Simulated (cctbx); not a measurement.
# A crystallographic session in cctbx: MnCuRhO4

Library: cctbx 2025.11. The data are simulated by the first script.

## 1. Simulate the data

run.py:

```python
from cctbx import adptbx, crystal, miller, sgtbx, xray
from cctbx.array_family import flex
from iotbx.shelx import hklf
from scitbx import matrix
import scitbx.random

cs = crystal.symmetry(unit_cell=(5.757, 6.012, 8.327, 90, 90, 90), space_group_symbol='Hall: -I 2b 2')  # Imma
atoms = [  # label, site, U (iso, or U11 U22 U33 U12 U13 U23 in A^2), occupancy
    ("Rh1", (0.5, 0.5, 0), (0.0062, 0.0032, 0.0050, 0.0000, 0.0000, 0.0001), 1),
    ("Cu1", (0, 0.25, 0.1263), (0.0027, 0.0034, 0.0034, 0.0000, 0.0000, 0.0000), 1),
    ("Mn1", (0.25, 0.25, 0.75), (0.0233, 0.0090, 0.0098, 0.0000, 0.0042, 0.0000), 1),
    ("O1", (0.2648, 0.75, 0.0136), (0.0062, 0.0124, 0.0083, 0.0000, 0.0014, 0.0000), 1),
    ("O2", (0.5, 0.9671, 0.25), (0.0044, 0.0142, 0.0110, 0.0000, 0.0000, 0.0012), 1),
]
xs = xray.structure(crystal_symmetry=cs)
for label, site, u, occ in atoms:
    u = adptbx.u_cif_as_u_star(cs.unit_cell(), u) if isinstance(u, tuple) else u
    xs.add_scatterer(xray.scatterer(label, site=site, u=u, occupancy=occ))
xs.set_inelastic_form_factors(0.71073, "sasaki")
xs.show_summary()
p1 = xs.expand_to_p1()
ms = miller.build_set(p1, anomalous_flag=True, d_min=0.8)
flex.set_random_seed(488994)
scitbx.random.set_random_seed(488994)
ms = ms.select(flex.random_double(ms.size()) < 0.8)
i = ms.structure_factors_from_scatterers(p1, algorithm="direct").f_calc().as_intensity_array().data()
i = i * 40000 / flex.max(i)
sig = flex.sqrt(i + flex.pow2(0.03 * i) + 4 ** 2)
noise = scitbx.random.variate(scitbx.random.normal_distribution())(i.size())
data = ms.array(data=i + sig * noise, sigmas=sig).set_observation_type_xray_intensity()
with open("data.hkl", "w") as f:
    data.export_as_shelx_hklf(f)
print("reflections written:", data.size(), " <I/sigma> = %.1f" % flex.mean(data.data() / data.sigmas()))
for h, a, b in list(data.sort("data"))[:12]:
    print("%4d%4d%4d %9.1f %7.1f" % (h + (a, b)))
```

```console
$ python run.py
```

```text
Number of scatterers: 5
At special positions: 5
Unit cell: (5.757, 6.012, 8.327, 90, 90, 90)
Space group: I m m a (No. 74)
reflections written: 1893  <I/sigma> = 10.4
   0   4   0   41602.2  1216.6
  -2   2   4   40682.8  1196.9
   2  -2   4   39959.1  1196.9
   2   2   4   39904.0  1196.9
  -2  -2   4   39463.6  1196.9
   2   2  -4   39140.9  1196.9
   2  -2  -4   38771.5  1196.9
   4   0   0   38031.4  1144.1
  -2  -2  -4   37948.7  1196.9
  -4   0   0   37332.0  1144.1
  -2   2  -4   36563.0  1196.9
   1   0   3   22698.1   668.6
```

Run time: 0.37 s on 1 thread of Arm Neoverse N1, with other jobs on the host, peak memory 0.07 GiB.

## 2. Symmetry

run.py:

```python
from cctbx import crystal, sgtbx, statistics
from cctbx.array_family import flex
from iotbx.shelx import hklf

p1 = crystal.symmetry(unit_cell=(5.757, 6.012, 8.327, 90, 90, 90), space_group_symbol="P 1")
raw = hklf.reader(file_name="data.hkl").as_miller_arrays(crystal_symmetry=p1, anomalous=True)[0]
print(raw.size(), "reflections to d = %.3f A" % raw.d_min())
isig = raw.data() / raw.sigmas()
print("centring   violations  <I/sigma> of those")
best = "P"
for c in "ABCIRF":
    a = raw.customized_copy(space_group_info=sgtbx.space_group_info("Hall: %s 1" % c)).sys_absent_flags().data()
    m = flex.mean(isig.select(a))
    print("%5s %10d of %5d %8.1f" % (c, (isig.select(a) > 4).count(True), a.count(True), m))
    if (isig.select(a) > 4).count(True) < 0.01 * a.count(True):
        best = c
raw = raw.select(~raw.customized_copy(space_group_info=sgtbx.space_group_info("Hall: %s 1" % best)).sys_absent_flags().data())
isig = raw.data() / raw.sigmas()
rows = []
for s in sgtbx.space_group_symbol_iterator():
    g = sgtbx.space_group(s)
    if g.conventional_centring_type_symbol() != best or not g.is_compatible_unit_cell(p1.unit_cell(), 1e-3, 0.02):
        continue
    rows.append((s, g))
print("Laue class    unique    Rint  (classes that these axes allow; Friedel mates merged)")
rint = {}
for s, g in rows:
    laue = g.build_derived_patterson_group()
    key = laue.type().hall_symbol()
    if key not in rint:
        m = raw.customized_copy(space_group_info=laue.info(), anomalous_flag=False).merge_equivalents()
        rint[key] = m.r_int()
        print("%-14s %6d %7.3f" % (laue.type().lookup_symbol(), m.array().size(), m.r_int()))
floor = min(rint.values())
good = [(s, g) for s, g in rows if rint[g.build_derived_patterson_group().type().hall_symbol()] < 2 * floor + 0.03]
top = max(g.build_derived_patterson_group().order_z() for s, g in good)
print("space group    extra absences  I>4sigma  <I/sigma>")
for s, g in good:
    laue = g.build_derived_patterson_group()
    if laue.order_z() != top:
        continue
    a = raw.customized_copy(space_group_info=g.info()).sys_absent_flags().data()
    a &= ~raw.customized_copy(space_group_info=laue.info()).sys_absent_flags().data()
    bad = (isig.select(a) > 4).count(True)
    if bad <= 0.03 * a.count(True):
        print("%-16s %8d %10d %9s  %s" % (s.universal_hermann_mauguin(), a.count(True), bad, "%.1f" % flex.mean(isig.select(a)) if a.count(True) else "-", "centric" if g.is_centric() else "acentric"))
laue = max(good, key=lambda t: t[1].build_derived_patterson_group().order_z())[1].build_derived_patterson_group()
f = raw.customized_copy(space_group_info=laue.info(), anomalous_flag=False).merge_equivalents().array().eliminate_sys_absent().f_sq_as_f()
f.set_observation_type_xray_amplitude()
bins = max(3, min(8, f.size() // 12))
f.setup_binner(n_bins=bins)
w = statistics.wilson_plot(f, {e: n / laue.order_z() for e, n in {'Rh': 4.0, 'Cu': 4.0, 'Mn': 4.0, 'O': 16.0}.items()}, e_statistics=True)
print("Wilson B = %.2f A^2   <|E^2-1|> = %.3f (0.968 centric, 0.736 acentric)   E^2>4: %.1f %%" % (w.wilson_b, w.mean_e_sq_minus_1, w.percent_e_sq_gt_2))
print("shell (A)         n   <I/sigma>")
m = raw.customized_copy(space_group_info=laue.info(), anomalous_flag=False).merge_equivalents().array().eliminate_sys_absent()
for b in m.setup_binner(n_bins=bins).range_used():
    sel = m.binner().selection(b)
    print("%5.2f - %4.2f %6d %8.1f" % (min(m.binner().bin_d_range(b)[0] if m.binner().bin_d_range(b)[0] > 0 else 99, 99), m.binner().bin_d_range(b)[1], sel.count(True), flex.mean((m.data() / m.sigmas()).select(sel))))
```

```console
$ python run.py
```

```text
1893 reflections to d = 0.801 A
centring   violations  <I/sigma> of those
    A        347 of   927      9.8
    B        337 of   957      7.9
    C        442 of   946     11.1
    I          0 of   952     -0.1
    R        530 of  1282     10.4
    F        563 of  1415      9.6
Laue class    unique    Rint  (classes that these axes allow; Friedel mates merged)
I 1 2/m 1         327   0.021
I 1 1 2/m         321   0.021
I 2/m 1 1         328   0.022
I m m m           193   0.023
space group    extra absences  I>4sigma  <I/sigma>
I 2 2 2                 0          0         -  acentric
I 21 21 21              0          0         -  acentric
I m m 2                 0          0         -  acentric
I 2 m m                 0          0         -  acentric
I m 2 m                 0          0         -  acentric
I 2 m b                36          0      -0.2  acentric
I m 2 a                36          0      -0.2  acentric
I m m m                 0          0         -  centric
I m m a                36          0      -0.2  centric
I m m b                36          0      -0.2  centric
Wilson B = 0.11 A^2   <|E^2-1|> = 0.813 (0.968 centric, 0.736 acentric)   E^2>4: 1.6 %
shell (A)         n   <I/sigma>
 4.87 - 1.59     32     44.0
 1.59 - 1.27     23     38.9
 1.27 - 1.11     22     38.9
 1.11 - 1.01     22     47.8
 1.01 - 0.94     23     47.1
 0.94 - 0.88     23     34.9
 0.88 - 0.84     17     43.3
 0.84 - 0.80     31     40.2
```

Time: 0.42 s.

## 3. Charge flipping

run.py:

```python
import itertools
from cctbx import crystal, maptbx
from cctbx.array_family import flex
from iotbx.shelx import hklf
from smtbx.ab_initio import charge_flipping as cf

cs = crystal.symmetry(unit_cell=(5.757, 6.012, 8.327, 90, 90, 90), space_group_symbol='Hall: -I 2b 2')  # Imma
raw = hklf.reader(file_name="data.hkl").as_miller_arrays(crystal_symmetry=cs, anomalous=True)[0]
merged = raw.eliminate_sys_absent().merge_equivalents()
fo2 = merged.array().set_observation_type_xray_intensity()
f = fo2.average_bijvoet_mates().f_sq_as_f().resolution_filter(d_min=0.8)
p1 = f.expand_to_p1()
work = p1
flex.set_random_seed(95404)
it = cf.weak_reflection_improved_iterator(delta=None, weak_reflection_fraction=0.2)
it.start(work, phases=flex.random_double(p1.size()) * 6.2832, f_000=0)
it.delta = 0.9 * it.rho_map.sigma()
print("cycle      R  skewness")
for n, st in enumerate(itertools.islice(it, 200)):
    if n % 16 == 0:
        print("%5d %6.3f %8.2f" % (n, st.r1_factor(), st.rho_map.skewness()))
rho = p1.phase_transfer(it.f_calc).fft_map().apply_volume_scaling()
polish = cf.low_density_elimination_iterator(constant_rho_c=rho.sigma())
polish.start(f_obs=p1, phases=it.f_calc, f_000=0)
for _ in range(8):
    next(polish)
print("origin shift          correlation  skewness")
maps = []
for fc, shift, cc in itertools.islice(cf.f_calc_symmetrisations(f, polish.f_calc, 0), 4):
    m = f.phase_transfer(fc).fft_map(symmetry_flags=maptbx.use_space_group_symmetry, resolution_factor=0.25).apply_sigma_scaling()
    maps.append((m.skewness(), cc, m))
    print("%6.3f %6.3f %6.3f %10.3f %9.2f" % (tuple(shift) + (cc, m.skewness())))
skew, cc, m = max((t for t in maps if t[1] > maps[0][1] - 0.04), key=lambda t: t[0])
print("taken: symmetry correlation %.3f, skewness %.2f" % (cc, skew))
peaks = m.peak_search(parameters=maptbx.peak_search_parameters(min_distance_sym_equiv=0.9, max_clusters=10)).all()
sps = cs.special_position_settings(min_distance_sym_equiv=0.5)
print("peak      x       y       z  mult  height/sigma")
for k, (x, h) in enumerate(zip(peaks.sites(), peaks.heights())):
    ss = sps.site_symmetry(x)
    print("Q%-3d %7.4f %7.4f %7.4f %4d %8.1f" % ((k + 1,) + tuple(t % 1 for t in ss.exact_site()) + (ss.multiplicity(), h)))
```

```console
$ python run.py
```

```text
cycle      R  skewness
    0  0.596     0.29
   16  0.353     2.50
   32  0.318     4.97
   48  0.296     4.82
   64  0.287     4.73
   80  0.286     4.70
   96  0.288     4.84
  112  0.300     4.76
  128  0.290     4.72
  144  0.293     4.84
  160  0.293     4.79
  176  0.285     4.74
  192  0.279     4.76
origin shift          correlation  skewness
 0.357  0.459  0.225      0.923      3.40
 0.355  0.190  0.225      0.907      2.79
 0.351  0.435  0.350      0.898      2.32
 0.351  0.184  0.352      0.893      1.77
taken: symmetry correlation 0.923, skewness 3.40
peak      x       y       z  mult  height/sigma
Q1    0.0000  0.0000  0.5000    4     11.4
Q2    0.2500  0.2500  0.2500    4      9.4
Q3    0.0000  0.2500  0.8599    4      8.4
Q4    0.2411  0.2500  0.9997    8      4.7
Q5    0.0000  0.0160  0.2121    8      3.8
Q6    0.2269  0.0202  0.6140   16      2.1
Q7    0.2500  0.2500  0.7500    4      1.7
Q8    0.0000  0.2500  0.0415    4      1.3
Q9    0.1710  0.2500  0.6239    8      1.2
Q10   0.0908  0.1193  0.4144   16      1.1
```

Time: 0.51 s.

## 4. Refinement (model from the peaks)

run.py:

```python
import math
from cctbx import adptbx, crystal, maptbx, sgtbx, xray
from cctbx.array_family import flex
from cctbx.xray import observations
from iotbx.shelx import hklf
from scitbx.lstbx import normal_eqns_solving
from smtbx import absolute_structure, utils
from smtbx.refinement import constraints, least_squares

cs = crystal.symmetry(unit_cell=(5.757, 6.012, 8.327, 90, 90, 90), space_group_symbol='Hall: -I 2b 2')  # Imma
atoms = [  # label, site, U (iso, or U11 U22 U33 U12 U13 U23 in A^2), occupancy
    ("Cu1", (0, 0, 0.5), 0.0200, 1),
    ("Rh1", (0.25, 0.25, 0.25), 0.0200, 1),
    ("Mn1", (0, 0.25, 0.8599), 0.0200, 1),
    ("O1", (0.2411, 0.25, 0.9997), 0.0200, 1),
    ("O2", (0, 0.016, 0.2121), 0.0200, 1),
]
xs = xray.structure(crystal_symmetry=cs)
for label, site, u, occ in atoms:
    u = adptbx.u_cif_as_u_star(cs.unit_cell(), u) if isinstance(u, tuple) else u
    xs.add_scatterer(xray.scatterer(label, site=site, u=u, occupancy=occ))
xs.set_inelastic_form_factors(0.71073, "sasaki")
raw = hklf.reader(file_name="data.hkl").as_miller_arrays(crystal_symmetry=cs, anomalous=True)[0]
merged = raw.eliminate_sys_absent().merge_equivalents()
fo2 = merged.array().set_observation_type_xray_intensity()
print("Rint %.3f, %d unique reflections to %.2f A" % (merged.r_int(), fo2.size(), fo2.d_min()))
for sc in xs.scatterers():
    sc.flags.set_grad_site(True)
    sc.flags.set_grad_u_aniso(sc.flags.use_u_aniso())
    sc.flags.set_grad_u_iso(sc.flags.use_u_iso())
obs = fo2.as_xray_observations()
extra = {}
rep = constraints.reparametrisation(xs, [], utils.connectivity_table(xs), **extra)
ls = least_squares.crystallographic_ls(obs, rep, weighting_scheme=least_squares.mainstream_shelx_weighting(a=0, b=0))
print("cycle     R1     wR2    GooF  max shift (A)")
for cycle in range(6):
    ls.build_up()
    r1, wr2, goof = ls.r1_factor(cutoff_factor=2)[0], ls.wR2(), ls.goof()
    old = xs.sites_cart()
    normal_eqns_solving.levenberg_marquardt_iterations(ls, n_max_iterations=3, tau=0.0001, step_threshold=1e-7)
    big = flex.max((xs.sites_cart() - old).norms())
    print("%4d %7.4f %7.4f %7.3f %9.5f" % (cycle + 1, r1, wr2, goof, big))
    ls.build_up(objective_only=True)
    if abs(ls.wR2() - wr2) < 5e-5 and big < 5e-4:
        break
ls.build_up()
print("final R1 %.4f wR2 %.4f GooF %.3f  parameters %d  data/parameter %.1f" % (ls.r1_factor(cutoff_factor=2)[0], ls.wR2(), ls.goof(), ls.n_parameters, fo2.size() / ls.n_parameters))
cov = ls.covariance_matrix_and_annotations()
su = dict(zip(cov.annotations, (math.sqrt(max(v, 0)) for v in cov.matrix.matrix_packed_u_diagonal())))
a2 = cs.unit_cell().reciprocal_parameters()[0] ** -2
print("atom        x        y        z      Ueq    occ   su(xyz)  su(Uiso or U11)")
for sc in xs.scatterers():
    s = max(su.get(sc.label + k, 0) for k in (".x", ".y", ".z"))
    npd = "" if sc.is_positive_definite_u(cs.unit_cell()) else "  NPD"
    print("%-5s %8.5f %8.5f %8.5f %8.4f %6.3f %8.5f %7.4f%s" % ((sc.label,) + sc.site + (sc.u_iso_or_equiv(cs.unit_cell()), sc.occupancy, s, su.get(sc.label + ".uiso", su.get(sc.label + ".u11", 0) * a2), npd)))
fo = fo2.f_sq_as_f()
fc = fo.structure_factors_from_scatterers(xs, algorithm="direct").f_calc()
diff = fo.f_obs_minus_f_calc(1 / math.sqrt(ls.scale_factor()), fc).average_bijvoet_mates()
m = diff.fft_map(symmetry_flags=maptbx.use_space_group_symmetry, resolution_factor=0.25).apply_volume_scaling()
print("difference map: max %.2f min %.2f rms %.2f" % (m.statistics().max(), m.statistics().min(), m.statistics().sigma()))
peaks = m.peak_search(parameters=maptbx.peak_search_parameters(min_distance_sym_equiv=0.6, max_clusters=5)).all()
near = xs.closest_distances(peaks.sites(), distance_cutoff=4)
sps = cs.special_position_settings(min_distance_sym_equiv=0.5)
for k, (x, h) in enumerate(zip(peaks.sites(), peaks.heights())):
    ss = sps.site_symmetry(x)
    print("Q%-3d %7.4f %7.4f %7.4f %4d %7.2f  %.2f A from %s" % ((k + 1,) + tuple(t % 1 for t in ss.exact_site()) + (ss.multiplicity(), h, near.smallest_distances[k], xs.scatterers()[near.i_seqs[k]].label)))
```

```console
$ python run.py
```

```text
Rint 0.023, 182 unique reflections to 0.80 A
cycle     R1     wR2    GooF  max shift (A)
   1  0.8001  0.9709  50.471   0.36765
   2  0.6955  0.9353  48.623   0.23732
   3  0.8294  0.9762  50.747   0.40347
   4  0.7135  0.9397  48.850   0.04660
   5  0.7109  0.9379  48.755   0.00969
   6  0.7104  0.9371  48.717   0.00587
final R1 0.7105 wR2 0.9368 GooF 48.701  parameters 10  data/parameter 18.2
atom        x        y        z      Ueq    occ   su(xyz)  su(Uiso or U11)
Cu1    0.00000  0.00000  0.50000   0.0001  1.000  0.00000  0.0259
Rh1    0.25000  0.25000  0.25000   0.0001  1.000  0.00000  0.0128
Mn1    0.00000  0.25000  0.87399   0.0001  1.000  0.00780  0.0171
O1     0.36576  0.25000  1.02339   0.0122  1.000  0.05099  0.0536
O2     0.00000  0.00153  0.25356   0.0001  1.000  0.12577  0.0915
difference map: max 417.05 min -83.06 rms 25.33
Q1    0.0000  0.0000  0.5000    4  417.05  0.00 A from Cu1
Q2    0.0000  0.2500  0.8756    4  312.25  0.01 A from Mn1
Q3    0.2500  0.2500  0.2500    4  207.41  0.00 A from Rh1
Q4    0.0000  0.0104  0.2553    8  129.93  0.06 A from O2
Q5    0.2500  0.2500  0.7500    4   54.11  1.77 A from Mn1
```

Time: 0.86 s.

Figures of merit this high mean that the model is still wrong or incomplete.

## 5. Charge flipping

run.py, as its changes from the last script of this kind:

```diff
@@ -13,2 +13,3 @@
-work = p1
-flex.set_random_seed(95404)
+p1.setup_binner_counting_sorted(reflections_per_bin=max(40, p1.size() // 12))
+work = p1.array(data=p1.data() / p1.amplitude_quasi_normalisations().data())
+flex.set_random_seed(95405)
@@ -19,2 +20,2 @@
-for n, st in enumerate(itertools.islice(it, 200)):
-    if n % 16 == 0:
+for n, st in enumerate(itertools.islice(it, 400)):
+    if n % 33 == 0:
```

```console
$ python run.py
```

```text
cycle      R  skewness
    0  0.611     0.22
   33  0.428     4.36
   66  0.458     4.06
   99  0.437     4.13
  132  0.455     4.04
  165  0.440     3.87
  198  0.453     4.25
  231  0.444     4.07
  264  0.448     4.21
  297  0.443     4.09
  330  0.441     4.14
  363  0.455     4.19
  396  0.439     4.19
origin shift          correlation  skewness
 0.414  0.418  0.202      0.912      2.86
 0.411  0.170  0.202      0.910      2.95
 0.411  0.171  0.080      0.889      2.27
 0.411  0.419  0.082      0.885      2.04
taken: symmetry correlation 0.910, skewness 2.95
peak      x       y       z  mult  height/sigma
Q1    0.0000  0.0000  0.0000    4     11.0
Q2    0.0000  0.2500  0.6362    4      8.0
Q3    0.2500  0.2500  0.2500    4      5.7
Q4    0.2392  0.2500  0.4871    8      5.4
Q5    0.0000  0.0213  0.2615    8      4.0
Q6    0.0000  0.1037  0.5647    8      2.7
Q7    0.2315  0.0235  0.9101   16      2.6
Q8    0.1070  0.2500  0.1530    8      1.8
Q9    0.1978  0.2500  0.8399    8      1.8
Q10   0.0000  0.1433  0.9270    8      1.5
```

Time: 0.57 s.

## 6. Refinement (model from the peaks)

run.py, as its changes from the last script of this kind:

```diff
@@ -12,5 +12,5 @@
-    ("Cu1", (0, 0, 0.5), 0.0200, 1),
-    ("Rh1", (0.25, 0.25, 0.25), 0.0200, 1),
-    ("Mn1", (0, 0.25, 0.8599), 0.0200, 1),
-    ("O1", (0.2411, 0.25, 0.9997), 0.0200, 1),
-    ("O2", (0, 0.016, 0.2121), 0.0200, 1),
+    ("Mn1", (0, 0, 0), 0.0200, 1),
+    ("Rh1", (0, 0.25, 0.6362), 0.0200, 1),
+    ("Cu1", (0.25, 0.25, 0.25), 0.0200, 1),
+    ("O1", (0.2392, 0.25, 0.4871), 0.0200, 1),
+    ("O2", (0, 0.0213, 0.2615), 0.0200, 1),
```

```console
$ python run.py
```

```text
Rint 0.023, 182 unique reflections to 0.80 A
cycle     R1     wR2    GooF  max shift (A)
   1  0.7305  0.9429  49.016   0.66867
   2  0.6855  0.9240  48.036   0.70327
   3  0.6103  0.8830  45.903   0.03789
   4  0.7581  0.9548  49.637   0.62405
   5  0.5425  0.8383  43.578   0.29512
   6  0.7715  0.9599  49.902   0.12098
final R1 0.6225 wR2 0.8923 GooF 46.388  parameters 10  data/parameter 18.2
atom        x        y        z      Ueq    occ   su(xyz)  su(Uiso or U11)
Mn1    0.00000  0.00000  0.00000   0.0001  1.000  0.00000  0.0281
Rh1    0.00000  0.25000  0.62866   0.0043  1.000  0.00402  0.0129
Cu1    0.25000  0.25000  0.25000   0.0025  1.000  0.00000  0.0177
O1     0.04684  0.25000  0.34152   0.6334  1.000  3.84414  2.6763
O2     0.00000  0.00948  0.24592   0.0001  1.000  0.05214  0.0646
difference map: max 198.36 min -80.15 rms 15.23
Q1    0.0000  0.2500  0.6245    4  198.38  0.03 A from Rh1
Q2    0.0000  0.0000  0.0000    4  169.58  0.00 A from Mn1
Q3    0.2500  0.2500  0.2500    4  143.87  0.00 A from Cu1
Q4    0.0000  0.0106  0.2404    8   86.61  0.05 A from O2
Q5    0.0000  0.2500  0.3848    4   75.57  0.45 A from O1
```

It took 0.79 s on 1 thread of Arm Neoverse N1 (shared host), peak memory 0.09 GiB.

Figures of merit this high mean that the model is still wrong or incomplete.

[Logs are printed without paths, hosts, clocks, repeated set-up lines and the standing remarks that a program may print on its own settings, such as how far it seeks lower states.]
